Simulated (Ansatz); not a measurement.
# Quasi-harmonic thermodynamics of CdS (Hawleyite, F-43m), part 2 of 2

Wanted: α(T), C_P(T) and B(T) of CdS (Hawleyite) in the quasi-harmonic approximation.

Ansatz 0.2.0; DFT PBE+D3(BJ), scalar-relativistic, plane waves, PAW.

So far. Step 2 (Probe on a coarse mesh): The start is under 0.62 GPa at this level and looks like an insulator or semiconductor on this mesh. Step 4 (Relaxing to small residual forces and stress): The residual pressure is 5.6e-4 GPa, small enough for phonons. The relaxed cell has a = 5.853 Å (conventional setting).

## Step 6: The quasi-harmonic study

Thermal expansion follows from how the free energy of the vibrations (and of the electrons in a metal) changes with strain, so the program makes strained cells, their phonons and a fit in one run.

input.yaml reads:

```yaml
crystal:
  lattice:
    - [0.0, 2.9263903678, 2.9263903678]
    - [2.9263903678, 0.0, 2.9263903678]
    - [2.9263903678, 2.9263903678, 0.0]
  atoms:
    - { symbol: Cd, position: [0.0, 0.0, 0.0] }
    - { symbol: S, position: [0.25, 0.25, 0.25] }
kpoints:
  mp_grid: { grid: [8, 8, 8] }
hamiltonian:
  xc: pbe
  dispersion: d3bj
scf:
  occupations: { method: fixed }
output:
  eigenvalues: true
phonons:
  method: dfpt
  qmesh: [4, 4, 4]
  temperatures: { t_max: 800.0, t_step: 50 }
  thermal_expansion: {}
```

Command:

```bash
ansatz run input.yaml --threads 4 --pin off --max-ram 8192MiB --backend cpu --events-out ev --progress --plain --runs-dir out
```

Numbers of over 12 decimals in the logs are rounded to 6 here.

The log of the run:

```text
Warning: phonons: the dynamical matrix that this run interpolates holds no multipole term above the dipole-dipole one, and a site of this crystal is no centre of inversion, so its interpolated transverse optical and acoustic branches and sound speeds can stay off near Gamma, and the density of states and the thermodynamics with them. What a run solves at a wave vector of phonons.qpoints, Gamma apart, where the deck admits one, is free of this, and under fd what a larger phonons.supercell samples
[...]
Crystal: 2 atoms, lattice volume = 50.122 Å³
Basis set: ecut = 487.2 eV, 1243 PW (Γ), exchange–correlation on 60×60×60 points (8 copies of the dense FFT grid, shifted against one another)
Bands: 17, of which v1, the nominal top of the filled ones, is band 13 counted from 1 (12 counted from 0)
Symmetry: 24 space group operations
[...]
k-points: 29 of 512 (time reversal used)
[...]
SCF iter   1: F=—  HF=-9158.423770 eV  |F-HF|=—  |Δ(HF+E_count)|=         —  Δρ=6.76e-4  dr2=2.23e-4  ethr=1.77e-3  ⟨swp⟩=4.9  Hψ=2134  notcnv=0  defer=53
[...]
SCF iter   8: F=-9158.424466 eV  HF=-9158.424466 eV  |F-HF|=0.00e0  |Δ(HF+E_count)|=  1.26e-10  Δρ=4.66e-8  dr2=8.43e-13  ethr=1.00e-12  ⟨swp⟩=7.2  Hψ=2437  notcnv=0
SCF 1 converged in 8 iterations: F = -9158.424466 eV  dr2 = 8.43e-13
[...]
relax step   1: F+E_penalty+E_count = -9158.42446571 eV  Δ(F+E_penalty+E_count) = +0.000e0 eV  max|allowed force component| = 1.850e-16 eV/Å  Δτ_max = 0.0000 Å  (8 SCF iters, accepted)
SCF converged after 8 iterations
Free energy (F): -9158.424466 eV
[...]
Internal energy: -9158.424466 eV  (E = F + TS)
E sigma→0 (E₀):  -9158.424466 eV
Fermi energy:    6.766778 eV
[...]
--- Stress (GPa, compression-positive) ---
        0.000111      -0.000000      -0.000000
        0.000000       0.000111       0.000000
       -0.000000       0.000000       0.000111
  P = ⅓ Tr σ = 0.0001 GPa (0.001 kbar)
--- Band table (eV; the first three rows and the last of 29) ---
  k-point 0: bands = [... 9 lower, -0.4519, 6.7668, 6.7668, 6.7668, 7.8908, 13.2950, 13.2950, 13.2950]
  k-point 1: bands = [... 9 lower, -0.4529, 5.7523, 6.6475, 6.6475, 8.7259, 13.0333, 13.4901, 13.4901]
  k-point 2: bands = [... 9 lower, -0.4477, 4.3024, 6.3785, 6.3785, 9.5254, 13.0286, 13.7920, 13.7920]
  k-point 28: bands = [... 9 lower, 0.1616, 2.9200, 4.5495, 4.6185, 12.1481, 12.1977, 13.9716, 14.7999]
── thermal expansion: 3 new cells, 3 in all ──
thermal expansion: variable-cell relaxation of cell 1
thermal expansion: relaxation of cell 1
thermal expansion: relaxation of cell 2
thermal expansion: relaxation of cell 3
── thermal expansion: 2 new cells, 5 in all ──
thermal expansion: relaxation of cell 4
thermal expansion: lower-state search of cell 4
thermal expansion: phonons of cell 4
thermal expansion: relaxation of cell 5
thermal expansion: phonons of cell 5
── thermal expansion: 5 new cells, 10 in all ──
thermal expansion: relaxation of cell 6
thermal expansion: relaxation of cell 7
thermal expansion: relaxation of cell 8
thermal expansion: relaxation of cell 9
thermal expansion: relaxation of cell 10
thermal expansion: phonons of cell 6
thermal expansion: phonons of cell 7
--- Relaxed structure (1 steps of the walk, 1 accepted, 0 SCFs on fresh bases) ---
  F+E_penalty+E_count = -9158.42446571 eV   max|allowed force component| = 1.850e-16 eV/Å
  atoms:
    - { symbol: Cd, position: [0.0, 0.0, 0.0] }
    - { symbol: S, position: [0.25, 0.25, 0.25] }
--- Thermal expansion: 10 cells in 3 rounds, 0 GPa ---
  no lower state was reached at cell 4
  without vibrations: a 4.13855, b 4.13855, c 4.13855 Å, V 50.1220 Å³, B 58.95 GPa
  at 0 K: a 4.14452, b 4.14452, c 4.14452 Å, V 50.3394 Å³, B 57.99 GPa
  zero-point expansion: a +0.144, b +0.144, c +0.144, V +0.434 %
      T/K        a/Å        b/Å        c/Å       V/Å³ | expansion of a, b, c, V (1e-6/K)   | that of V in the mean from 25 °C | C_P, C_V (J/mol K of the cell) | B_T, B_S (GPa)
     0.00    4.14452    4.14452    4.14452    50.3394 |    0.00    0.00    0.00    0.00 |    2.74 |     0.000     0.000 |    57.99    57.99
   100.00    4.14370    4.14370    4.14370    50.3095 |   -0.66   -0.66   -0.66   -1.97 |    7.11 |    30.494    30.493 |    57.25    57.26
   200.00    4.14425    4.14425    4.14425    50.3297 |    2.73    2.73    2.73    8.19 |   10.28 |    42.674    42.652 |    55.92    55.95
   298.15    4.14565    4.14565    4.14565    50.3805 |    3.96    3.96    3.96   11.88 |       - |    46.406    46.336 |    54.54    54.62
   350.00    4.14654    4.14654    4.14654    50.4131 |    4.34    4.34    4.34   13.01 |   12.48 |    47.357    47.260 |    53.81    53.92
   450.00    4.14846    4.14846    4.14846    50.4829 |    4.86    4.86    4.86   14.58 |   13.39 |    48.420    48.268 |    52.41    52.58
   550.00    4.15056    4.15056    4.15056    50.5597 |    5.27    5.27    5.27   15.80 |   14.13 |    49.008    48.795 |    51.03    51.25
   650.00    4.15282    4.15282    4.15282    50.6424 |    5.62    5.62    5.62   16.87 |   14.78 |    49.383    49.103 |    49.66    49.95
   750.00    4.15523    4.15523    4.15523    50.7306 |    5.97    5.97    5.97   17.90 |   15.38 |    49.653    49.298 |    48.33    48.67
   800.00    4.15649    4.15649    4.15649    50.7766 |    6.14    6.14    6.14   18.41 |   15.67 |    49.765    49.369 |    47.67    48.05
  the static fit leaves 0.002 meV an atom of the energies and, of the stresses, 0.000 GPa of each cell's largest along a strain (root mean squares over the cells), whose Pulay part it has at -0.018 GPa
  vibrations' free energy: its fit passes through its cells
  the electrons' free energy at temperature is not in it: every band gap is over 0.83 eV
  free energies summed between the sampled wave vectors
  estimated error of the fitted expansion in any direction: up to 0.023e-6/K, at 800 K, with few degrees of freedom (an estimate, not a bound: it was exceeded on models of known expansion)
  the energies and the vibrations are of d3bj (s6 = 1.0, s8 = 0.7875, a1 = 0.4289, a2_bohr = 4.4407) at the weights and the pressure of the crystal at rest
  by sums over the sampled wave vectors an expansion of the volume parts by up to 1.71e-6/K
  by a static energy of one degree less an expansion of the volume parts by up to 0.01e-6/K
  the FFT grids of the static calculations differ: 30 × 30 × 30, 32 × 32 × 32
  band gaps on the cells' k-points are 1.055 to 1.187 eV
```

Run time: 6.9 min. Hardware: 4 threads of Intel Xeon Platinum 8559C (Emerald Rapids), shared host; peak memory 1.5 GiB.

Numbers from this step:

- pressure: 1.11e-4 GPa
- volume expansion coefficient at 298 K: 11.88 1e-6/K
- C_P at 298 K: 23.20 J/mol-atom/K
- entropy at 298 K: 36.77 J/mol-atom/K
- isothermal bulk modulus at 298 K: 54.54 GPa
- Grüneisen parameter at 298 K: 0.4243
- volume at 298 K: 25.19 Å³/atom
- principal linear expansion coefficients at 298 K: 3.96, 3.96, 3.96 1e-6/K

Strained cells of the study; zero-point energy where phonons were solved; the pressures are stresses at a fixed cutoff and can carry an offset from the finite basis. Expansion cells, by row:

```csv
cell,|a| (Å),|b| (Å),|c| (Å),V (Å³/atom),E - E_lowest (meV/atom),"pressure, compression positive (GPa)",gap (eV),zero-point energy (meV/atom)
1,4.139,4.139,4.139,25.06,0,-0.018,1.124,-
2,4.172,4.172,4.172,25.67,2.583,-1.351,1.072,-
3,4.106,4.106,4.106,24.47,2.691,1.47,1.175,-
4,4.139,4.139,4.139,25.07,0.001,-0.032,1.124,32.1
5,4.16,4.16,4.16,25.44,1.053,-0.883,1.091,31.51
6,4.149,4.149,4.149,25.24,0.241,-0.437,1.108,31.83
7,4.168,4.168,4.168,25.6,2.037,-1.207,1.078,31.27
8,4.098,4.098,4.098,24.33,4.172,1.854,1.187,-
9,4.118,4.118,4.118,24.69,1.013,0.879,1.156,-
10,4.182,4.182,4.182,25.87,4.498,-1.753,1.055,-
```

Quasi-harmonic; a, b, c are the run's own cell vectors. Expansion, by row:

```csv
T (K),a (Å),b (Å),c (Å),alpha (deg),beta (deg),gamma (deg),cell volume (Å³/cell),alpha_a (1e-6/K),alpha_b (1e-6/K),alpha_c (1e-6/K),alpha_V (1e-6/K),C_P (J/mol-atom/K),C_V (J/mol-atom/K),S (J/mol-atom/K),B_T (GPa),B_S (GPa),Grueneisen,extrapolation,fit error (1e-6/K)
0,4.145,4.145,4.145,60,60,60,50.34,0,0,0,0,0,0,0,57.99,57.99,-,0,0
50,4.144,4.144,4.144,60,60,60,50.32,-3.09,-3.09,-3.09,-9.27,8.923,8.92,6.753,57.77,57.8,-0.909,0,0.01
100,4.144,4.144,4.144,60,60,60,50.31,-0.66,-0.66,-0.66,-1.97,15.25,15.25,14.97,57.25,57.26,-0.112,0,0.01
150,4.144,4.144,4.144,60,60,60,50.31,1.49,1.49,1.49,4.46,19.22,19.22,21.99,56.61,56.62,0.199,0,0.01
200,4.144,4.144,4.144,60,60,60,50.33,2.73,2.73,2.73,8.19,21.34,21.33,27.84,55.92,55.95,0.325,0,0.01
250,4.145,4.145,4.145,60,60,60,50.35,3.48,3.48,3.48,10.44,22.52,22.49,32.74,55.22,55.28,0.388,0,0.01
298.1,4.146,4.146,4.146,60,60,60,50.38,3.96,3.96,3.96,11.88,23.2,23.17,36.77,54.54,54.62,0.424,0,0.01
300,4.146,4.146,4.146,60,60,60,50.38,3.98,3.98,3.98,11.93,23.22,23.19,36.91,54.52,54.6,0.425,0,0.01
350,4.147,4.147,4.147,60,60,60,50.41,4.34,4.34,4.34,13.01,23.68,23.63,40.53,53.81,53.92,0.45,0,0.02
400,4.147,4.147,4.147,60,60,60,50.45,4.62,4.62,4.62,13.86,23.99,23.93,43.71,53.11,53.25,0.467,0,0.02
450,4.148,4.148,4.148,60,60,60,50.48,4.86,4.86,4.86,14.58,24.21,24.13,46.55,52.41,52.58,0.481,0,0.02
500,4.149,4.149,4.149,60,60,60,50.52,5.07,5.07,5.07,15.21,24.38,24.29,49.11,51.72,51.91,0.493,0,0.02
550,4.151,4.151,4.151,60,60,60,50.56,5.27,5.27,5.27,15.8,24.5,24.4,51.44,51.03,51.25,0.503,0,0.02
600,4.152,4.152,4.152,60,60,60,50.6,5.45,5.45,5.45,16.34,24.61,24.48,53.58,50.34,50.59,0.512,0,0.02
650,4.153,4.153,4.153,60,60,60,50.64,5.62,5.62,5.62,16.87,24.69,24.55,55.55,49.66,49.95,0.52,0,0.02
700,4.154,4.154,4.154,60,60,60,50.69,5.8,5.8,5.8,17.39,24.76,24.61,57.38,48.99,49.31,0.528,0,0.02
750,4.155,4.155,4.155,60,60,60,50.73,5.97,5.97,5.97,17.9,24.83,24.65,59.09,48.33,48.67,0.536,0,0.02
800,4.156,4.156,4.156,60,60,60,50.78,6.14,6.14,6.14,18.41,24.88,24.68,60.7,47.67,48.05,0.544,0,0.02
```

The expansion coefficient by temperature; values in 1e-6/K:

```
temperature (K)  volume  principal 1
              0       0            0
             50   -9.27        -3.09
            100   -1.97        -0.66
            150    4.46         1.49
            200    8.19         2.73
            250    10.4         3.48
            298    11.9         3.96
            300    11.9         3.98
            350    13.0         4.34
            400    13.9         4.62
            450    14.6         4.86
            500    15.2         5.07
            550    15.8         5.27
            600    16.3         5.45
            650    16.9         5.62
            700    17.4          5.8
            750    17.9         5.97
            800    18.4         6.14
```

At 298 K the volume expansion is 11.9 × 10⁻⁶/K and B_T is 54.5 GPa. The program raised the cutoff to 487.2 eV by itself: with no cutoff typed, the study takes about 1.16 times the default for its relaxations and scales it with the volume for the phonons.

## Step 7: Summary of results

```yaml
settings_of_these_figures: PBE+D3(BJ), 487.2 eV, k 8×8×8, q 4×4×4
volume_expansion_coefficient_at_298_k: 11.88 1e-6/K
c_p_at_298_k: 23.20 J/mol-atom/K
entropy_at_298_k: 36.77 J/mol-atom/K
isothermal_bulk_modulus_at_298_k: 54.54 GPa
grueneisen_parameter_at_298_k: 0.4243
volume_at_298_k: 25.19 Å³/atom
principal_linear_expansion_coefficients_at_298_k: 3.96, 3.96, 3.96 1e-6/K
```

In words: Near room temperature CdS (Hawleyite) expands by 11.9 × 10⁻⁶/K in volume by PBE+D3(BJ), with C_P = 23.2 J/(mol K) per mole of atoms and B_T = 54.5 GPa. At low temperature the volume shrinks on warming, because modes with negative Grüneisen parameters outweigh the rest; the coefficient turns positive near 120 K. C_P at room temperature is 93 % of the classical 3R an atom. The interpolation has no quadrupole term, so branches near the zone centre are less sure, since this crystal has sites that are not centres of inversion. The dispersion term is taken with its C6 weights frozen at the crystal at rest, in the force constants and, in the expansion study, in the energies too.

[Logs are printed without paths, hosts, clocks, repeated set-up lines and the standing remarks that a program may print on its own settings, such as how far it seeks lower states.]

[Hosts, paths, dates, database ids (printed as entryN), source tags and the programs' standing remarks are cut or masked in the printed files.]

[A step with changed settings may run another functional than the one named; its input shows which.]
